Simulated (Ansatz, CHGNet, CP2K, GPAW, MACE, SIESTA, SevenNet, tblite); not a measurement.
**tblite on H-capped GaSb nanowire along [001] (84 atoms): settings against a plane-wave reference**

Aim: run H-capped GaSb nanowire along [001] (84 atoms) in tblite and see how near its forces come to a plane-wave reference, and at what cost.

Calculated with tblite 0.8.0; the method is named at each step.

## 1. The structure

The cell holds 84 atoms: 20 Ga, 16 Sb and 48 H. Its edges and angles: a = 19.087 Å, b = 19.087 Å, c = 24.384 Å, α = 90.0°, β = 90.0°, γ = 90.0°. It derives from GaSb (zinc-blende). Diamond section of size parameter 4.53 Å cut from zinc-blende GaSb (a = 6.096 Å) along [001], 4 periods, broken bonds capped with H, 12 Å of vacuum. Then every atom was moved at random, 0.05 Å r.m.s. a Cartesian component (hydrogen 0.6 of that). Regions: wire, 36 atoms (20 Ga and 16 Sb); hydrogen, 48 atoms (48 H). Vacuum lies along a and b. The structure's axis is c.

The yardstick, on the same geometry:

| Item | Value |
| --- | --- |
| method | Kohn-Sham DFT, PBE, PAW, plane waves (Ansatz 0.2.0); cutoff 420 eV, Γ point, fermi-dirac smearing of 0.05 eV; PAW set soft_2 |
| r.m.s. force component | 0.6708 eV/Å |
| longest force | 2.952 eV/Å |
| SCF cycles | 15 |
| time | 1.9 min on 4 threads of Arm Neoverse V2, shared host |
| CPU time | 7.5 min |

## 2. GFN1-xTB

Method: GFN1-xTB tight binding, diagonalisation.

Contents of run.py:

```python
import numpy as np
from ase.io import read
from tblite.ase import TBLite

atoms = read("structure.xyz")
atoms.calc = TBLite(method="GFN1-xTB", electronic_temperature=580, accuracy=1.0, max_iterations=250, mixer_damping=0.1, verbosity=1)
energy = atoms.get_potential_energy()
forces = atoms.get_forces()
print(f"energy {energy:.6f} eV")
print("forces (eV/A)")
for i, (a, f) in enumerate(zip(atoms, forces)):
    print(f"{i:4d} {a.symbol:2s} {f[0]:10.5f} {f[1]:10.5f} {f[2]:10.5f}")
print("charges (e)")
print(np.array2string(atoms.get_charges(), precision=4, suppress_small=True, max_line_width=110, threshold=100000))
```

Contents of structure.xyz:

```xyz
84
Lattice="19.08661 0.00000 0.00000 0.00000 19.08661 0.00000 0.00000 0.00000 24.38400" Properties=species:S:1:pos:R:3 pbc="T T T"
Ga 7.35846 7.49302 2.94900
Ga 7.38881 7.39148 9.09694
Ga 7.35216 7.48291 15.28389
Ga 7.44855 7.46000 21.30796
Sb 7.29452 9.55247 1.41939
Ga 7.42469 11.68368 2.98680
Sb 7.40446 9.51926 7.65219
Ga 7.29948 11.85813 9.18911
Sb 7.40904 9.59713 13.78184
Ga 7.42775 11.73941 15.18562
Sb 7.35865 9.55724 19.86638
Ga 7.37468 11.63978 21.29113
Ga 11.73731 7.31723 3.04605
Sb 9.49616 7.37717 4.53445
Ga 11.77548 7.43633 9.13083
Sb 9.57709 7.32582 10.68726
Ga 11.75411 7.36285 15.29316
Sb 9.44100 7.36094 16.83032
Ga 11.69131 7.43042 21.42451
Sb 9.53243 7.41019 22.86853
Ga 9.56774 9.51086 0.02414
Sb 11.69017 9.58911 1.50327
Ga 11.76327 11.65772 2.97387
Sb 9.60266 11.67089 4.64978
Ga 9.57499 9.61030 6.06113
Sb 11.64188 9.55724 7.55197
Ga 11.64379 11.69475 9.15497
Sb 9.51716 11.69971 10.64874
Ga 9.55991 9.52002 12.29490
Sb 11.55293 9.64313 13.73429
Ga 11.70696 11.76709 15.18489
Sb 9.54922 11.80163 16.69255
Ga 9.56716 9.54693 18.29849
Sb 11.69876 9.59827 19.85053
Ga 11.72605 11.72968 21.31844
Sb 9.63836 11.64016 22.88390
H 7.40770 6.19360 2.19261
H 6.13234 7.40618 3.91631
H 7.41305 6.15104 8.26593
H 6.14150 7.40274 10.09351
H 7.37278 6.10447 14.33194
H 6.14112 7.46267 16.10710
H 7.44950 6.11382 20.41526
H 6.11802 7.38404 22.23211
H 5.97678 9.54254 0.55522
H 6.11325 11.63806 3.92558
H 7.42813 12.96973 2.17895
H 6.04683 9.53949 6.58295
H 6.09302 11.69818 10.00476
H 7.32353 13.00886 8.21204
H 5.93784 9.53872 12.71552
H 7.38537 12.95523 14.32975
H 6.11211 11.71937 16.11417
H 5.94987 9.58816 18.82445
H 7.38728 12.96553 20.45525
H 6.13577 11.64131 22.22431
[... 24 atom lines left out ...]
H 13.03043 9.56754 18.80835
H 12.97221 11.65791 22.20480
H 11.70849 13.02241 20.44038
H 9.54674 13.13369 23.81951
```

Started as:

```sh
OMP_NUM_THREADS=1 python run.py > output.txt
```

The program printed:

```text
------------------------------------------------------------
  cycle        total energy    energy error   density error
------------------------------------------------------------
      1     -90.86193313184  -9.1237989E+01   3.5748820E-01
      2     -92.38424412613  -1.5223110E+00   2.7432909E-01
      3     -92.84020407760  -4.5595995E-01   1.9465164E-01
      4     -92.56966138812   2.7054269E-01   1.7252177E-01
      5     -92.75609561922  -1.8643423E-01   7.6133758E-02
      6     -92.94138650320  -1.8529088E-01   4.7411569E-02
      7     -93.00619008055  -6.4803577E-02   3.0371231E-02
      8     -92.96115778056   4.5032300E-02   3.5440035E-02
      9     -93.02920545250  -6.8047672E-02   1.7990441E-02
     10     -93.01815161217   1.1053840E-02   1.6634438E-02
     11     -93.02708317884  -8.9315667E-03   1.2553015E-02
     12     -93.03639665135  -9.3134725E-03   5.0300944E-03
     13     -93.03812710369  -1.7304523E-03   3.2304070E-03
     14     -93.03739838815   7.2871554E-04   3.9909247E-03
     15     -93.03847015204  -1.0717639E-03   1.0427344E-03
     16     -93.03829028273   1.7986931E-04   1.7277543E-03
     17     -93.03842800486  -1.3772213E-04   9.9605836E-04
     18     -93.03850144659  -7.3441726E-05   2.1487782E-04
     19     -93.03849586787   5.5787173E-06   3.4423933E-04
     20     -93.03850234510  -6.4772253E-06   1.2282416E-04
     21     -93.03850131553   1.0295665E-06   1.5012447E-04
     22     -93.03850285628  -1.5407459E-06   5.3271425E-05
     23     -93.03850301291  -1.5663544E-07   2.4516753E-05
     24     -93.03850304557  -3.2656061E-08   6.7244987E-06
------------------------------------------------------------
 total:                                   1.481 sec
energy -2531.706622 eV
forces (eV/A)
   0 Ga   -0.40486   -0.07827    0.75052
   1 Ga   -0.30731    0.13539    1.23030
   2 Ga    0.78691   -1.31342   -1.40141
   3 Ga   -0.87324   -1.37493    0.34963
   4 Sb    2.59526    0.48577    1.23286
   5 Ga   -0.31733   -0.28897    0.86728
   6 Sb    0.68609    1.01929    0.05385
   7 Ga    1.29261   -0.66513   -0.56402
   8 Sb   -0.11903   -0.40706   -0.64221
   9 Ga   -0.86224   -0.04394    1.18507
  10 Sb    0.65008   -0.27588   -1.26877
  11 Ga    0.30973    1.07761    0.74225
  12 Ga   -0.09953    1.33424    0.79345
  13 Sb    0.26193    0.76697   -0.14074
  14 Ga   -0.44786   -0.20497   -0.26877
  15 Sb   -0.13664    1.34159   -0.64289
  16 Ga   -1.38148    0.09405   -0.79054
  17 Sb    0.84305    1.15921   -0.85869
  18 Ga    0.17447   -0.66187   -0.92349
  19 Sb   -0.05517    0.65986   -0.34087
  20 Ga   -0.48048    0.01574   -0.03563
  21 Sb   -0.15103   -1.21168    0.33324
  22 Ga   -0.09822    0.13452    1.04975
  23 Sb   -0.07420   -0.39909   -2.34382
[...]
76 H    -1.22124    0.15748    0.67112
  77 H     0.00636    1.91600   -1.31659
  78 H    -0.18538   -0.06548   -0.23094
  79 H    -0.03897    0.35164    0.22177
  80 H     0.02674   -0.00491    0.03167
  81 H     0.70926   -0.03698    0.44811
  82 H    -0.08376    0.28891   -0.16767
  83 H     0.05130   -0.63014   -0.35228
charges (e)
[ 0.1306  0.1286  0.1308  0.1203  0.1636  0.1409  0.1804  0.1707  0.1871  0.1295  0.1841  0.1419  0.162
  0.1822  0.1379  0.1765  0.1663  0.1724  0.1336  0.1745 -0.1235  0.1767  0.1475  0.1698 -0.1416  0.1769
  0.1245  0.1745 -0.137   0.1855  0.1439  0.1673 -0.1115  0.1716  0.129   0.1803 -0.1337 -0.1411 -0.1251
 -0.1405 -0.1561 -0.1186 -0.1433 -0.1465  0.0155 -0.1463 -0.1277 -0.0219 -0.1167 -0.1251 -0.0287 -0.1276
 -0.1485 -0.0188 -0.1346 -0.1372 -0.1368 -0.1158 -0.02   -0.1411 -0.128  -0.0116 -0.1369 -0.1141 -0.0045
 -0.1284 -0.1509 -0.0115 -0.017  -0.13   -0.1357 -0.0031 -0.0095 -0.1397 -0.1412 -0.0299 -0.0361 -0.1152
 -0.1486 -0.0087 -0.0146 -0.1367 -0.1338 -0.0258]
```

It took 2 s on 1 thread of Arm Neoverse V2, shared host; peak memory 0.35 GiB.

Banners, paths, timers and routine set-up lines are dropped from the logs unmarked, and long logs keep their key lines alone; longer cuts are marked.

Compared with the plane-wave run:

| Item | Value |
| --- | --- |
| r.m.s. force component | 0.691 eV/Å |
| r.m.s. difference of force components | 246 meV/Å |
| longest difference of force vectors | 879.7 meV/Å |
| force difference over r.m.s. force | 36.68 % |
| slope of forces against the reference's | 0.9633 |
| correlation of force components | 0.9352 |

Length of the force difference by element (eV/Å):

```
element  atoms  mean  most
     Ga     20  0.53  0.88
      H     48  0.27  0.54
     Sb     16  0.53  0.82
```

Local excerpt of 9 atoms (numbers count through the whole input) about Ga12, picked at random; x, y, z are measured from there.

```
atom      x      y      z  distance (Å)  bonds  Mulliken charge (e)     Fx     Fy  Fz (eV/Å)
Ga12   0.00   0.00   0.00          0.00      4                 0.14   0.31   1.08       0.74
 H56  -1.24   0.00   0.93          1.55      1                -0.14  -0.46  -0.06       0.39
 H55   0.01   1.33  -0.84          1.57      1                -0.13   0.15   0.28      -0.17
Sb11  -0.02  -2.08  -1.42          2.52      4                 0.18   0.65  -0.28      -1.27
Sb36   2.26   0.00   1.59          2.77      4                 0.18  -0.71  -0.01      -0.47
 H54  -1.42  -2.05  -2.47          3.51      1                -0.02   0.45  -0.03       0.43
 H84   2.17   1.49   2.53          3.65      1                -0.03   0.05  -0.63      -0.35
 Ga4   0.07  -4.18   0.02          4.18      4                 0.12  -0.87  -1.37       0.35
Ga33   2.19  -2.09  -2.99          4.26      4                -0.11  -0.12   0.51      -0.11
```

Atoms are counted from 1 here, from 0 in the log.

Forces lie 37 % from the reference's, at 0.0044 times its CPU time (on 1 against 4 cores).

## 3. Results

* force difference from the reference: tblite GFN1-xTB, 37 %
* its CPU time: 2 s

Tight binding differs by 37 % (tblite GFN1-xTB); it is another model, with fitted parameters of its own, and the xTB methods hold dispersion. One electronic-structure run takes under half the reference's CPU time: tblite GFN1-xTB, at 37 % in 2 s against 7.5 min. Periodic xTB results under one method name differ between programs and library versions. Caps of real hydrogen don't mimic the fractional bonds of a polar compound, so surface states and strained caps may belong to the model. The electronic-structure runs sample only Γ, in a cell whose periodic width is 24 Å. Spin–orbit coupling is left out, which matters for the levels of the heavy elements.

[Also dropped from logs without a mark: logging warnings of Python, and SIESTA's first energy breakdown and zero terms.]

[Logs are printed without paths, hosts, clocks, repeated set-up lines and the standing remarks that a program may print on its own settings, such as how far it seeks lower states.]

[Hosts, paths, dates, database ids (printed as entryN), source tags and the programs' standing remarks are cut or masked in the printed files.]
